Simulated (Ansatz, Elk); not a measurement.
# Bonding as seen by X-rays: CuWN2, part 2 of 2

Structure refinements treat a crystal as free atoms side by side. For a made-up structure of CuWN2 (cell and positions from a PBEsol relaxation) the runs below show what the calculated density changes in F(hkl).

Elk 11.2.3 (patched build); all-electron DFT.

So far: Set-up; Ground state and structure factors; The highest occupied states alone.

The structure was built from a prototype and need not be the compound's stable phase.

### Step 4. Another functional

Level of this step: DFT, PBEsol, all-electron APW+lo, Dirac cores, scalar-relativistic bands, static density, no spin (Elk).

The difference from free atoms is small, so it is set against the change that PBEsol makes.

File elk.in:

```
tasks
  0
  195

xctype
  22

spinpol
  .false.

rgkmax
  7.0

gmaxvr
  14.0

lmaxo
  7

lmaxapw
  8

swidth
  0.002

tshift
  .false.

ramdisk
  .false.

hmaxvr
  5.5

maxscl
  120

epspot
  1e-06

sppath
  './'

avec
  2.77115759779 1.59992858505 11.42948621473
  -2.77115759779 1.59992858505 11.42948621473
  0.00000000000 -3.19985717010 11.42948621473

atoms
  3
  'W.in'
  1
  0.5000000000 0.5000000000 0.5000000000   0.000000 0.000000 0.000000
  'Cu.in'
  1
  0.0000000000 0.0000000000 0.0000000000   0.000000 0.000000 0.000000
  'N.in'
  2
  0.8984046506 0.8984046506 0.8984046506   0.000000 0.000000 0.000000
  0.1015953494 0.1015953494 0.1015953494   0.000000 0.000000 0.000000

ngridk
  9 9 9
```

Run with:

```console
OMP_NUM_THREADS=4 elk
```

Numbers of over 12 decimals in the logs are rounded to 6 here.

Output:

```text
┌─────────────────────────┐
│ Elk code version 11.2.3 │
└─────────────────────────┘

All units are atomic (Hartree, Bohr, etc.)

┌─────────────────────────────────────────────────┐
│ Ground-state run starting from atomic densities │
└─────────────────────────────────────────────────┘

Lattice vectors :
   2.771157598       1.599928585       11.42948621
  -2.771157598       1.599928585       11.42948621
   0.000000000      -3.199857170       11.42948621

Reciprocal lattice vectors :
   1.133675203      0.6545276839      0.1832449038
[...]
muffin-tins (core leakage)
  species : 1 (W)
[...]
species : 2 (Cu)
[...]
species : 3 (N)
   atom 1                    :    5.002393768     (  0.2746654698E-04)
   atom 2                    :    5.002393768     (  0.2746654698E-04)
 total in muffin-tins        :    109.2376480
 total calculated charge     :    116.9986256
 total charge                :    117.0000000
 error                       :   0.1374420651E-02

┌──────────────────────────────┐
│ Self-consistent loop stopped │
└──────────────────────────────┘

Warning : core states of species 2 leak from the muffin-tin :   0.8079315175E-03

Wrote STATE.OUT
[key lines of the parts left out:]
total energy                :     -17924.212759067
```

Run time: 1.8 min. Hardware: 4 threads of Intel Xeon Platinum 8259CL at 2.50GHz (Skylake/Cascade Lake), shared host; peak memory 0.2 GiB.

Against the first run R = 0.01 %; the largest change is +0.045 at 009.

### Step 5. Basis size

A smaller basis shows how fast F responds to it; the change is likely larger than the basis error of the first run, but doesn't show convergence.

elk.in: that of step 4 with these lines changed.

```diff
@@ -5,3 +5,3 @@
 xctype
-  22
+  20
 
@@ -11,3 +11,3 @@
 rgkmax
-  7.0
+  5.5
```

Run with:

```console
OMP_NUM_THREADS=4 elk
```

Output:

```text
┌─────────────────────────┐
│ Elk code version 11.2.3 │
└─────────────────────────┘

All units are atomic (Hartree, Bohr, etc.)

┌─────────────────────────────────────────────────┐
│ Ground-state run starting from atomic densities │
└─────────────────────────────────────────────────┘

Lattice vectors :
   2.771157598       1.599928585       11.42948621
  -2.771157598       1.599928585       11.42948621
   0.000000000      -3.199857170       11.42948621

Reciprocal lattice vectors :
   1.133675203      0.6545276839      0.1832449038
[...]
muffin-tins (core leakage)
  species : 1 (W)
[...]
species : 2 (Cu)
[...]
species : 3 (N)
   atom 1                    :    4.939530356     (  0.2645597920E-04)
   atom 2                    :    4.939530356     (  0.2645597920E-04)
 total in muffin-tins        :    109.0698406
 total calculated charge     :    116.9997660
 total charge                :    117.0000000
 error                       :   0.2340370129E-03

┌──────────────────────────────┐
│ Self-consistent loop stopped │
└──────────────────────────────┘

Warning : core states of species 2 leak from the muffin-tin :   0.7928988973E-03

Wrote STATE.OUT
[key lines of the parts left out:]
total energy                :     -17930.503205600
```

It took 68 s on 4 threads; peak memory 0.19 GiB; 3.6 min of CPU time.

Against the first run R = 0.06 %; the largest change is -0.099 at 110.

### Step 6. Basis size

The basis and the expansions that go with it are enlarged, to see whether the differences are converged.

elk.in: that of step 5 with these lines changed.

```diff
@@ -11,12 +11,12 @@
 rgkmax
-  5.5
+  8.5
 
 gmaxvr
-  14.0
+  18.0
 
 lmaxo
-  7
+  9
 
 lmaxapw
-  8
+  10
```

Run with:

```console
OMP_NUM_THREADS=4 elk
```

Output:

```text
┌─────────────────────────┐
│ Elk code version 11.2.3 │
└─────────────────────────┘

All units are atomic (Hartree, Bohr, etc.)

┌─────────────────────────────────────────────────┐
│ Ground-state run starting from atomic densities │
└─────────────────────────────────────────────────┘

Lattice vectors :
   2.771157598       1.599928585       11.42948621
  -2.771157598       1.599928585       11.42948621
   0.000000000      -3.199857170       11.42948621

Reciprocal lattice vectors :
   1.133675203      0.6545276839      0.1832449038
[...]
muffin-tins (core leakage)
  species : 1 (W)
[...]
species : 2 (Cu)
[...]
species : 3 (N)
   atom 1                    :    5.036930414     (  0.2674241434E-04)
   atom 2                    :    5.036930414     (  0.2674241434E-04)
 total in muffin-tins        :    109.2977944
 total calculated charge     :    116.9993482
 total charge                :    117.0000000
 error                       :   0.6518103444E-03

┌──────────────────────────────┐
│ Self-consistent loop stopped │
└──────────────────────────────┘

Warning : core states of species 2 leak from the muffin-tin :   0.7946320281E-03

Wrote STATE.OUT
[key lines of the parts left out:]
total energy                :     -17930.693407586
```

It took 3.6 min on 4 threads; peak memory 0.38 GiB; 12 min of CPU time.

Against the first run R = 0.02 %; the largest change is +0.023 at 0 0 27.

### Step 7. Settings against the effect

| run | R against the first run (%) | R against neutral atoms, low angle (%) | wall time |
| --- | --- | --- | --- |
| PBE, rgkmax 7 | 0.00 | 0.67 | 1.8 min |
| PBEsol | 0.01 | 0.65 | 1.8 min |
| rgkmax 5.5 | 0.06 | 0.63 | 68 s |
| rgkmax 8.5 with larger expansions | 0.02 | 0.67 | 3.6 min |

### Step 8. Results

```
R against neutral atoms, sin θ/λ < 0.3 Å⁻¹ : 0.67 %
R against neutral atoms, 0.3 to 0.83 Å⁻¹   : 0.25 %
```

Independent neutral atoms miss the calculated amplitudes by R = 0.67 % below 0.3 Å⁻¹ and 0.25 % from there to 0.83 Å⁻¹; by shells, 0.24 % below 0.15 Å⁻¹ (1 form), 0.68 % 0.15 to 0.3 (8 forms), 0.27 % 0.3 to 0.45 (15 forms), 0.24 % above 0.45 (87 forms). Bonding, aspherical density and the tables' own atoms all enter these figures, and the runs don't part them. The largest change of an amplitude is -0.89 electrons, at 104. The window's part falls from 23.0 electrons at the origin to at most 2.65 between 0.45 and 0.83 Å⁻¹, where compact states inside the window still scatter. Below 0.3 Å⁻¹ the changes that finished (PBEsol, rgkmax 5.5 and rgkmax 8.5 with larger expansions) move F by R = 0.07 % at most, against the 0.67 % that separates it from free atoms. The k-mesh has no finished test. These runs have no spin, though d or f shells may be open. The electron count is odd, so without spin the run is a metal by force. Spin-orbit coupling is left out, which can matter for elements this heavy. Part of the difference isn't bonding: the tables are fits to free atoms and ions calculated by other methods than this functional. Thermal motion, anomalous dispersion and extinction are left out.

[Logs are printed without paths, hosts, clocks, repeated set-up lines and the standing remarks that a program may print on its own settings, such as how far it seeks lower states.]

[Hosts, paths, dates, database ids (printed as entryN), source tags and the programs' standing remarks are cut or masked in the printed files.]
